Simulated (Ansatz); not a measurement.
# Converging the field response of a BaZrO3 (001), ZrO2 faces film, part 2 of 3

Aim: a convergence study of the equivalent conductor thickness of a BaZrO3 (001), ZrO2 faces film, with the cost of each setting.

Ansatz 0.2.0; plane-wave DFT, PBE, Ansatz PAW (the session's first sound run).

So far, equivalent conductor thickness p/(ε₀AE) (Å): step 2 (run, setting first choice) 9.07; step 3 (single point, box 26.4 Å) 9.10; step 4 (single point, box 26.4 Å (run 2)) 9.08; step 5 (single point, box 26.4 Å (run 3)) 9.07; step 6 (other k-mesh) 10.5.

## (7) Single point, box 26.4 Å (run 5)

File input.yaml:

```yaml
crystal:
  lattice:
    - [4.19, 0.0, 0.0]
    - [0.0, 4.19, 0.0]
    - [0.0, 0.0, 26.38]
  atoms:
    - { symbol: Zr, position: [0.5, 0.5, 0.3411675512] }
    - { symbol: O, position: [0.0, 0.5, 0.3411675512] }
    - { symbol: O, position: [0.5, 0.0, 0.3411675512] }
    - { symbol: Ba, position: [0.0, 0.0, 0.4205837756] }
    - { symbol: O, position: [0.5, 0.5, 0.4205837756] }
    - { symbol: Zr, position: [0.5, 0.5, 0.5] }
    - { symbol: O, position: [0.0, 0.5, 0.5] }
    - { symbol: O, position: [0.5, 0.0, 0.5] }
    - { symbol: Ba, position: [0.0, 0.0, 0.5794162244] }
    - { symbol: O, position: [0.5, 0.5, 0.5794162244] }
    - { symbol: Zr, position: [0.5, 0.5, 0.6588324488] }
    - { symbol: O, position: [0.0, 0.5, 0.6588324488] }
    - { symbol: O, position: [0.5, 0.0, 0.6588324488] }
kpoints:
  mp_grid: { grid: [2, 2, 1] }
hamiltonian:
  xc: pbe
scf:
  occupations: { method: fixed }
  convergence: { dr2_threshold: 1.0e-10 }
efield:
  axis: 3
  dipole_correction: true
  ramp_position: 0.97
  ramp_width: 0.06
  amplitude: 0.1
output:
  write_potential: true
  write_density: true
  volumetric_format: npy
```

Launch:

```bash
$ ansatz run input.yaml --threads 4 --pin off --max-ram 6144MiB --backend cpu --events-out ev --progress --plain --runs-dir out
```

Numbers of over 12 decimals in the logs are rounded to 6 here.

The log of the run:

```text
[...]
Crystal: 13 atoms, lattice volume = 463.130 Å³
Basis set: ecut = 420 eV, 8917 PW (Γ)
Bands: 65, of which v1, the nominal top of the filled ones, is band 52 counted from 1 (51 counted from 0)
Symmetry: 8 space group operations
k-points: 3 of 4
[...]
Work function:   not extracted (applied field tilts the vacuum); planar V_es + V_field profile in the machine report
[...]
--- Band table (eV) ---
  k-point 0: bands = [... 48 lower, 0.8857, 0.8857, 1.0423, 1.0423, 3.8419, 3.8486, 3.8486, 4.2788, ... 9 higher]
  k-point 1: bands = [... 48 lower, 0.3895, 0.4291, 0.4715, 0.5850, 4.0702, 4.6424, 5.1200, 5.4741, ... 9 higher]
  k-point 2: bands = [... 48 lower, 0.4787, 0.6643, 1.5002, 1.6584, 5.5501, 5.9004, 6.2236, 6.2236, ... 9 higher]
[key lines of the parts left out:]
SCF converged after 15 iterations
Free energy (F): -29009.625220 eV
Fermi energy:    1.658356 eV
Dipole field:    D = 0.034712 V/Å  (p = 0.088841 e·Å, saw-weighted, corrected)
```

Wall time 3.5 s (4 threads of Intel Xeon Platinum 8488C (Sapphire Rapids), shared host); peak memory 0.84 GiB.

The dipole corresponds to a conductor 9.157 Å thick, +0.92 % from the first choice, at 0.23 times its CPU time.

## (8) Single point, box 26.4 Å (run 6)

input.yaml: that of step 7 with these lines changed.

```diff
@@ -20,3 +20,3 @@
 kpoints:
-  mp_grid: { grid: [2, 2, 1] }
+  mp_grid: { grid: [3, 3, 1] }
 hamiltonian:
```

The log of the run:

```text
[...]
Crystal: 13 atoms, lattice volume = 463.130 Å³
Basis set: ecut = 420 eV, 8917 PW (Γ)
Bands: 65, of which v1, the nominal top of the filled ones, is band 52 counted from 1 (51 counted from 0)
Symmetry: 8 space group operations
k-points: 3 of 9
[...]
Work function:   not extracted (applied field tilts the vacuum); planar V_es + V_field profile in the machine report
[...]
--- Band table (eV) ---
  k-point 0: bands = [... 48 lower, 0.8273, 0.8273, 0.9875, 0.9875, 3.9517, 3.9599, 3.9599, 4.2974, ... 9 higher]
  k-point 1: bands = [... 48 lower, 0.3481, 0.4163, 0.4386, 0.5979, 4.1273, 4.7251, 4.8923, 5.2526, ... 9 higher]
  k-point 2: bands = [... 48 lower, 0.3066, 0.4188, 1.1037, 1.2644, 5.2635, 5.5132, 5.7815, 5.8283, ... 9 higher]
[key lines of the parts left out:]
SCF converged after 15 iterations
Free energy (F): -29010.753922 eV
Fermi energy:    1.264404 eV
Dipole field:    D = 0.034429 V/Å  (p = 0.088118 e·Å, saw-weighted, corrected)
```

Wall time 5.3 s (4 threads); peak memory 0.77 GiB.

The dipole corresponds to a conductor 9.082 Å thick, +0.10 % from the first choice, at 0.37 times its CPU time.

## (9) Single point, box 26.4 Å (run 7)

input.yaml: that of step 8 with these lines changed.

```diff
@@ -20,3 +20,3 @@
 kpoints:
-  mp_grid: { grid: [3, 3, 1] }
+  mp_grid: { grid: [12, 12, 1] }
 hamiltonian:
```

The log of the run:

```text
[...]
Crystal: 13 atoms, lattice volume = 463.130 Å³
Basis set: ecut = 420 eV, 8917 PW (Γ)
Bands: 65, of which v1, the nominal top of the filled ones, is band 52 counted from 1 (51 counted from 0)
Symmetry: 8 space group operations
k-points: 28 of 144
[...]
k-point 0: bands = [... 48 lower, 0.8136, 0.8136, 0.9741, 0.9741, 3.9769, 3.9839, 3.9839, 4.3003, ... 9 higher]
  k-point 1: bands = [... 48 lower, 0.6574, 0.7557, 0.8171, 0.9159, 3.9968, 4.1325, 4.1341, 4.3486, ... 9 higher]
  k-point 2: bands = [... 48 lower, 0.4023, 0.5635, 0.6279, 0.7876, 4.0354, 4.4515, 4.5479, 4.5578, ... 9 higher]
  k-point 27: bands = [... 48 lower, 0.5037, 0.6281, 1.4168, 1.5789, 5.6455, 5.9950, 6.3248, 6.3248, ... 9 higher]
[key lines of the parts left out:]
SCF converged after 15 iterations
Free energy (F): -29010.909813 eV
Fermi energy:    1.578928 eV
Dipole field:    D = 0.034395 V/Å  (p = 0.088030 e·Å, saw-weighted, corrected)
```

The job ended after 34 s (4 threads; peak memory 1.5 GiB).

The dipole corresponds to a conductor 9.073 Å thick, -0.00 % from the first choice, at 2.5 times its CPU time.

## (10) Run, box 18.4 Å

The cell differs from the one that the last finished run ended in (c 26.380 → 18.380 Å).

input.yaml, the sections that differ from step 9:

```yaml
crystal:
  lattice:
    - [4.19, 0.0, 0.0]
    - [0.0, 4.19, 0.0]
    - [0.0, 0.0, 18.38]
  atoms:
    - { symbol: Zr, position: [0.5, 0.5, 0.2720348205] }
    - { symbol: O, position: [0.0, 0.5, 0.2720348205] }
    - { symbol: O, position: [0.5, 0.0, 0.2720348205] }
    - { symbol: Ba, position: [0.0, 0.0, 0.3860174102] }
    - { symbol: O, position: [0.5, 0.5, 0.3860174102] }
    - { symbol: Zr, position: [0.5, 0.5, 0.5] }
    - { symbol: O, position: [0.0, 0.5, 0.5] }
    - { symbol: O, position: [0.5, 0.0, 0.5] }
    - { symbol: Ba, position: [0.0, 0.0, 0.6139825898] }
    - { symbol: O, position: [0.5, 0.5, 0.6139825898] }
    - { symbol: Zr, position: [0.5, 0.5, 0.7279651795] }
    - { symbol: O, position: [0.0, 0.5, 0.7279651795] }
    - { symbol: O, position: [0.5, 0.0, 0.7279651795] }
kpoints:
  mp_grid: { grid: [6, 6, 1] }
# hamiltonian, scf, efield, output: as in step 9
```

The log of the run:

```text
[...]
Crystal: 13 atoms, lattice volume = 322.681 Å³
Basis set: ecut = 420 eV, 6265 PW (Γ)
Bands: 65, of which v1, the nominal top of the filled ones, is band 52 counted from 1 (51 counted from 0)
Symmetry: 8 space group operations
k-points: 10 of 36
[...]
k-point 0: bands = [... 48 lower, 3.3613, 3.3613, 3.5218, 3.5218, 6.5241, 6.5313, 6.5313, 6.8214, ... 9 higher]
  k-point 1: bands = [... 48 lower, 2.9501, 3.1113, 3.1757, 3.3355, 6.5827, 6.9866, 7.0922, 7.0951, ... 9 higher]
  k-point 2: bands = [... 48 lower, 2.8937, 2.9583, 2.9756, 3.1351, 6.7001, 7.2969, 7.4294, 7.8479, ... 9 higher]
  k-point 9: bands = [... 48 lower, 3.0514, 3.1757, 3.9647, 4.1269, 8.1893, 8.5489, 8.8724, 8.8724, ... 9 higher]
[key lines of the parts left out:]
SCF converged after 14 iterations
Free energy (F): -29010.909386 eV
Fermi energy:    4.126871 eV
Dipole field:    D = 0.049321 V/Å  (p = 0.087952 e·Å, saw-weighted, corrected)
```

It took 8.4 s on 4 threads; peak memory 0.82 GiB.

The dipole corresponds to a conductor 9.065 Å thick, -0.09 % from the first choice, at 0.60 times its CPU time.

## (11) Single point, box 22.4 Å

The cell differs from the one that the last finished run ended in (c 18.380 → 22.380 Å).

input.yaml, the sections that differ from step 10:

```yaml
crystal:
  lattice:
    - [4.19, 0.0, 0.0]
    - [0.0, 4.19, 0.0]
    - [0.0, 0.0, 22.38]
  atoms:
    - { symbol: Zr, position: [0.5, 0.5, 0.3127792672] }
    - { symbol: O, position: [0.0, 0.5, 0.3127792672] }
    - { symbol: O, position: [0.5, 0.0, 0.3127792672] }
    - { symbol: Ba, position: [0.0, 0.0, 0.4063896336] }
    - { symbol: O, position: [0.5, 0.5, 0.4063896336] }
    - { symbol: Zr, position: [0.5, 0.5, 0.5] }
    - { symbol: O, position: [0.0, 0.5, 0.5] }
    - { symbol: O, position: [0.5, 0.0, 0.5] }
    - { symbol: Ba, position: [0.0, 0.0, 0.5936103664] }
    - { symbol: O, position: [0.5, 0.5, 0.5936103664] }
    - { symbol: Zr, position: [0.5, 0.5, 0.6872207328] }
    - { symbol: O, position: [0.0, 0.5, 0.6872207328] }
    - { symbol: O, position: [0.5, 0.0, 0.6872207328] }
# kpoints, hamiltonian, scf, efield, output: as in step 10
```

The log of the run:

```text
[...]
Crystal: 13 atoms, lattice volume = 392.906 Å³
Basis set: ecut = 420 eV, 7607 PW (Γ)
Bands: 65, of which v1, the nominal top of the filled ones, is band 52 counted from 1 (51 counted from 0)
Symmetry: 8 space group operations
k-points: 10 of 36
[...]
k-point 0: bands = [... 48 lower, 1.8597, 1.8597, 2.0202, 2.0202, 5.0227, 5.0298, 5.0298, 5.3464, ... 9 higher]
  k-point 1: bands = [... 48 lower, 1.4485, 1.6096, 1.6741, 1.8337, 5.0812, 5.4981, 5.5938, 5.6028, ... 9 higher]
  k-point 2: bands = [... 48 lower, 1.3921, 1.4566, 1.4740, 1.6335, 5.1986, 5.7952, 5.9453, 6.3101, ... 9 higher]
  k-point 9: bands = [... 48 lower, 1.5499, 1.6743, 2.4631, 2.6252, 6.6918, 7.0415, 7.3706, 7.3706, ... 9 higher]
[key lines of the parts left out:]
SCF converged after 15 iterations
Free energy (F): -29010.909025 eV
Fermi energy:    2.625238 eV
Dipole field:    D = 0.040544 V/Å  (p = 0.088034 e·Å, saw-weighted, corrected)
```

Elapsed: 9.8 s, on 4 threads; peak memory 0.96 GiB; 37 s of CPU time.

The dipole corresponds to a conductor 9.074 Å thick, +0.00 % from the first choice, at 0.72 times its CPU time.

## (12) Single point, box 34.4 Å

The cell differs from the one that the last finished run ended in (c 22.380 → 34.380 Å).

input.yaml, the sections that differ from step 11:

```yaml
crystal:
  lattice:
    - [4.19, 0.0, 0.0]
    - [0.0, 4.19, 0.0]
    - [0.0, 0.0, 34.38]
  atoms:
    - { symbol: Zr, position: [0.5, 0.5, 0.3781268179] }
    - { symbol: O, position: [0.0, 0.5, 0.3781268179] }
    - { symbol: O, position: [0.5, 0.0, 0.3781268179] }
    - { symbol: Ba, position: [0.0, 0.0, 0.439063409] }
    - { symbol: O, position: [0.5, 0.5, 0.439063409] }
    - { symbol: Zr, position: [0.5, 0.5, 0.5] }
    - { symbol: O, position: [0.0, 0.5, 0.5] }
    - { symbol: O, position: [0.5, 0.0, 0.5] }
    - { symbol: Ba, position: [0.0, 0.0, 0.560936591] }
    - { symbol: O, position: [0.5, 0.5, 0.560936591] }
    - { symbol: Zr, position: [0.5, 0.5, 0.6218731821] }
    - { symbol: O, position: [0.0, 0.5, 0.6218731821] }
    - { symbol: O, position: [0.5, 0.0, 0.6218731821] }
# kpoints, hamiltonian, scf, efield, output: as in step 11
```

The log of the run:

```text
[...]
Crystal: 13 atoms, lattice volume = 603.579 Å³
Basis set: ecut = 420 eV, 11679 PW (Γ)
Bands: 65, of which v1, the nominal top of the filled ones, is band 52 counted from 1 (51 counted from 0)
Symmetry: 8 space group operations
k-points: 10 of 36
[...]
k-point 0: bands = [... 48 lower, -0.5483, -0.5483, -0.3878, -0.3878, 2.6147, 2.6217, 2.6217, 2.9382, ... 9 higher]
  k-point 1: bands = [... 48 lower, -0.9595, -0.7984, -0.7339, -0.5743, 2.6732, 3.0894, 3.1857, 3.1958, ... 9 higher]
  k-point 2: bands = [... 48 lower, -1.0159, -0.9514, -0.9340, -0.7746, 2.7905, 3.3872, 3.5381, 3.8996, ... 9 higher]
  k-point 9: bands = [... 48 lower, -0.8582, -0.7338, 0.0550, 0.2171, 4.2836, 4.6331, 4.9626, 4.9626, ... 9 higher]
[key lines of the parts left out:]
SCF converged after 16 iterations
Free energy (F): -29010.909179 eV
Fermi energy:    0.217124 eV
Dipole field:    D = 0.026389 V/Å  (p = 0.088023 e·Å, saw-weighted, corrected)
```

The job ended after 16 s (4 threads; peak memory 1.3 GiB).

The dipole corresponds to a conductor 9.073 Å thick, -0.01 % from the first choice, at 1.1 times its CPU time.

## (13) Run, box 26.4 Å

File input.yaml:

```yaml
crystal:
  lattice:
    - [4.19, 0.0, 0.0]
    - [0.0, 4.19, 0.0]
    - [0.0, 0.0, 26.38]
  atoms:
    - { symbol: Zr, position: [0.5, 0.5, 0.3411675512] }
    - { symbol: O, position: [0.0, 0.5, 0.3411675512] }
    - { symbol: O, position: [0.5, 0.0, 0.3411675512] }
    - { symbol: Ba, position: [0.0, 0.0, 0.4205837756] }
    - { symbol: O, position: [0.5, 0.5, 0.4205837756] }
    - { symbol: Zr, position: [0.5, 0.5, 0.5] }
    - { symbol: O, position: [0.0, 0.5, 0.5] }
    - { symbol: O, position: [0.5, 0.0, 0.5] }
    - { symbol: Ba, position: [0.0, 0.0, 0.5794162244] }
    - { symbol: O, position: [0.5, 0.5, 0.5794162244] }
    - { symbol: Zr, position: [0.5, 0.5, 0.6588324488] }
    - { symbol: O, position: [0.0, 0.5, 0.6588324488] }
    - { symbol: O, position: [0.5, 0.0, 0.6588324488] }
kpoints:
  mp_grid: { grid: [6, 6, 1] }
hamiltonian:
  xc: pbe
scf:
  occupations: { method: fixed }
  convergence: { dr2_threshold: 1.0e-10 }
efield:
  axis: 3
  dipole_correction: true
  ramp_position: 0.97
  ramp_width: 0.06
  amplitude: 0.005
output:
  write_potential: true
  write_density: true
  volumetric_format: npy
```

The log of the run:

```text
[...]
Crystal: 13 atoms, lattice volume = 463.130 Å³
Basis set: ecut = 420 eV, 8917 PW (Γ)
Bands: 65, of which v1, the nominal top of the filled ones, is band 52 counted from 1 (51 counted from 0)
Symmetry: 8 space group operations
k-points: 10 of 36
[...]
k-point 0: bands = [... 48 lower, 0.8872, 0.8872, 0.9017, 0.9017, 3.9780, 3.9896, 3.9896, 4.4252, ... 9 higher]
  k-point 1: bands = [... 48 lower, 0.4643, 0.5020, 0.6997, 0.7170, 4.0413, 4.5294, 4.5486, 4.5963, ... 9 higher]
  k-point 2: bands = [... 48 lower, 0.3272, 0.3751, 0.4941, 0.5220, 4.1593, 4.7456, 5.0006, 5.1707, ... 9 higher]
  k-point 9: bands = [... 48 lower, 0.4981, 0.6288, 1.4945, 1.5026, 5.6952, 5.9477, 6.3426, 6.3426, ... 9 higher]
[key lines of the parts left out:]
SCF converged after 15 iterations
Free energy (F): -29010.904483 eV
Fermi energy:    1.502643 eV
Dipole field:    D = 0.001720 V/Å  (p = 0.004402 e·Å, saw-weighted, corrected)
```

Elapsed: 13 s, on 4 threads; peak memory 1.1 GiB; 46 s of CPU time.

The dipole corresponds to a conductor 9.073 Å thick, +0.00 % from the first choice, at 0.90 times its CPU time.

## (14) Single point, box 26.4 Å (run 8)

input.yaml: that of step 13 with these lines changed.

```diff
@@ -31,3 +31,3 @@
   ramp_width: 0.06
-  amplitude: 0.005
+  amplitude: 0.03
 output:
```

The log of the run:

```text
[...]
Crystal: 13 atoms, lattice volume = 463.130 Å³
Basis set: ecut = 420 eV, 8917 PW (Γ)
Bands: 65, of which v1, the nominal top of the filled ones, is band 52 counted from 1 (51 counted from 0)
Symmetry: 8 space group operations
k-points: 10 of 36
[...]
k-point 0: bands = [... 48 lower, 0.8697, 0.8697, 0.9192, 0.9192, 3.9779, 3.9891, 3.9891, 4.4088, ... 9 higher]
  k-point 1: bands = [... 48 lower, 0.4532, 0.5131, 0.6832, 0.7333, 4.0408, 4.5236, 4.5485, 4.5886, ... 9 higher]
  k-point 2: bands = [... 48 lower, 0.3304, 0.3788, 0.4809, 0.5351, 4.1587, 4.7460, 4.9880, 5.1825, ... 9 higher]
  k-point 9: bands = [... 48 lower, 0.4986, 0.6287, 1.4742, 1.5229, 5.6901, 5.9526, 6.3409, 6.3409, ... 9 higher]
[key lines of the parts left out:]
SCF converged after 15 iterations
Free energy (F): -29010.904868 eV
Fermi energy:    1.522854 eV
Dipole field:    D = 0.010318 V/Å  (p = 0.026409 e·Å, saw-weighted, corrected)
```

Wall time 12 s (4 threads); peak memory 1.1 GiB; 45 s of CPU time.

The dipole corresponds to a conductor 9.073 Å thick, -0.00 % from the first choice, at 0.88 times its CPU time.

## (15) Run, box 26.4 Å (run 2)

input.yaml: that of step 14 with these lines changed.

```diff
@@ -31,3 +31,3 @@
   ramp_width: 0.06
-  amplitude: 0.03
+  amplitude: 0.3
 output:
```

The log of the run:

```text
[...]
Crystal: 13 atoms, lattice volume = 463.130 Å³
Basis set: ecut = 420 eV, 8917 PW (Γ)
Bands: 65, of which v1, the nominal top of the filled ones, is band 52 counted from 1 (51 counted from 0)
Symmetry: 8 space group operations
k-points: 10 of 36
[...]
k-point 0: bands = [... 48 lower, 0.6501, 0.6501, 1.1296, 1.1296, 3.8537, 3.9384, 3.9384, 3.9649, ... 9 higher]
  k-point 1: bands = [... 48 lower, 0.3753, 0.4661, 0.7161, 0.9421, 3.9881, 4.0394, 4.4816, 4.5391, ... 9 higher]
  k-point 2: bands = [... 48 lower, 0.2698, 0.4119, 0.5460, 0.7401, 4.1010, 4.5398, 4.7738, 5.4536, ... 9 higher]
  k-point 9: bands = [... 48 lower, 0.5432, 0.6231, 1.2503, 1.7364, 5.4250, 6.1929, 6.2203, 6.2203, ... 9 higher]
[key lines of the parts left out:]
SCF converged after 15 iterations
Free energy (F): -29010.944094 eV
Fermi energy:    1.736374 eV
Dipole field:    D = 0.103237 V/Å  (p = 0.264227 e·Å, saw-weighted, corrected)
```

Elapsed: 13 s, on 4 threads; peak memory 1.1 GiB.

The dipole corresponds to a conductor 9.078 Å thick, +0.05 % from the first choice, at 0.95 times its CPU time.

## (16) Run, box 26.4 Å (run 3)

input.yaml: that of step 15 with these lines changed.

```diff
@@ -25,3 +25,3 @@
   occupations: { method: fixed }
-  convergence: { dr2_threshold: 1.0e-10 }
+  convergence: { dr2_threshold: 0.0001 }
 efield:
@@ -31,3 +31,3 @@
   ramp_width: 0.06
-  amplitude: 0.3
+  amplitude: 0.1
 output:
```

The log of the run:

```text
[...]
Crystal: 13 atoms, lattice volume = 463.130 Å³
Basis set: ecut = 420 eV, 8917 PW (Γ)
Bands: 65, of which v1, the nominal top of the filled ones, is band 52 counted from 1 (51 counted from 0)
Symmetry: 8 space group operations
k-points: 10 of 36
[...]
k-point 0: bands = [... 48 lower, 0.8127, 0.8127, 0.9720, 0.9720, 3.9743, 3.9823, 3.9823, 4.3009, ... 9 higher]
  k-point 1: bands = [... 48 lower, 0.4013, 0.5614, 0.6270, 0.7856, 4.0338, 4.4516, 4.5453, 4.5566, ... 9 higher]
  k-point 2: bands = [... 48 lower, 0.3434, 0.4082, 0.4269, 0.5854, 4.1512, 4.7483, 4.9002, 5.2612, ... 9 higher]
  k-point 9: bands = [... 48 lower, 0.5009, 0.6248, 1.4159, 1.5768, 5.6452, 5.9944, 6.3233, 6.3233, ... 9 higher]
[key lines of the parts left out:]
SCF converged after 9 iterations
Free energy (F): -29010.908862 eV
Fermi energy:    1.576787 eV
Dipole field:    D = 0.034180 V/Å  (p = 0.087480 e·Å, saw-weighted, corrected)
```

Wall time 12 s (4 threads); peak memory 1.1 GiB.

The dipole corresponds to a conductor 9.017 Å thick, -0.63 % from the first choice, at 0.88 times its CPU time.

## (17) Run, box 26.4 Å (run 4)

input.yaml: that of step 16 with these lines changed.

```diff
@@ -25,3 +25,3 @@
   occupations: { method: fixed }
-  convergence: { dr2_threshold: 0.0001 }
+  convergence: { dr2_threshold: 1.0e-06 }
 efield:
```

The log of the run:

```text
[...]
Crystal: 13 atoms, lattice volume = 463.130 Å³
Basis set: ecut = 420 eV, 8917 PW (Γ)
Bands: 65, of which v1, the nominal top of the filled ones, is band 52 counted from 1 (51 counted from 0)
Symmetry: 8 space group operations
k-points: 10 of 36
[...]
k-point 0: bands = [... 48 lower, 0.8137, 0.8137, 0.9741, 0.9741, 3.9767, 3.9837, 3.9837, 4.3003, ... 9 higher]
  k-point 1: bands = [... 48 lower, 0.4025, 0.5635, 0.6280, 0.7876, 4.0351, 4.4514, 4.5477, 4.5576, ... 9 higher]
  k-point 2: bands = [... 48 lower, 0.3460, 0.4105, 0.4279, 0.5873, 4.1525, 4.7491, 4.8999, 5.2615, ... 9 higher]
  k-point 9: bands = [... 48 lower, 0.5036, 0.6281, 1.4170, 1.5790, 5.6453, 5.9948, 6.3246, 6.3246, ... 9 higher]
[key lines of the parts left out:]
SCF converged after 11 iterations
Free energy (F): -29010.908873 eV
Fermi energy:    1.578962 eV
Dipole field:    D = 0.034374 V/Å  (p = 0.087979 e·Å, saw-weighted, corrected)
```

It took 12 s on 4 threads; peak memory 1.1 GiB.

The dipole corresponds to a conductor 9.068 Å thick, -0.06 % from the first choice, at 0.86 times its CPU time.

(Continued in part 3 of 3.)

[Logs are printed without paths, hosts, clocks, repeated set-up lines and the standing remarks that a program may print on its own settings, such as how far it seeks lower states.]

[Hosts, paths, dates, database ids (printed as entryN), source tags and the programs' standing remarks are cut or masked in the printed files.]

[Maps of the electrostatic potential energy from Ansatz leave out the sawtooth potential of an applied field or a dipole correction, so their vacuum need not be flat; planar profiles and work functions include it.]
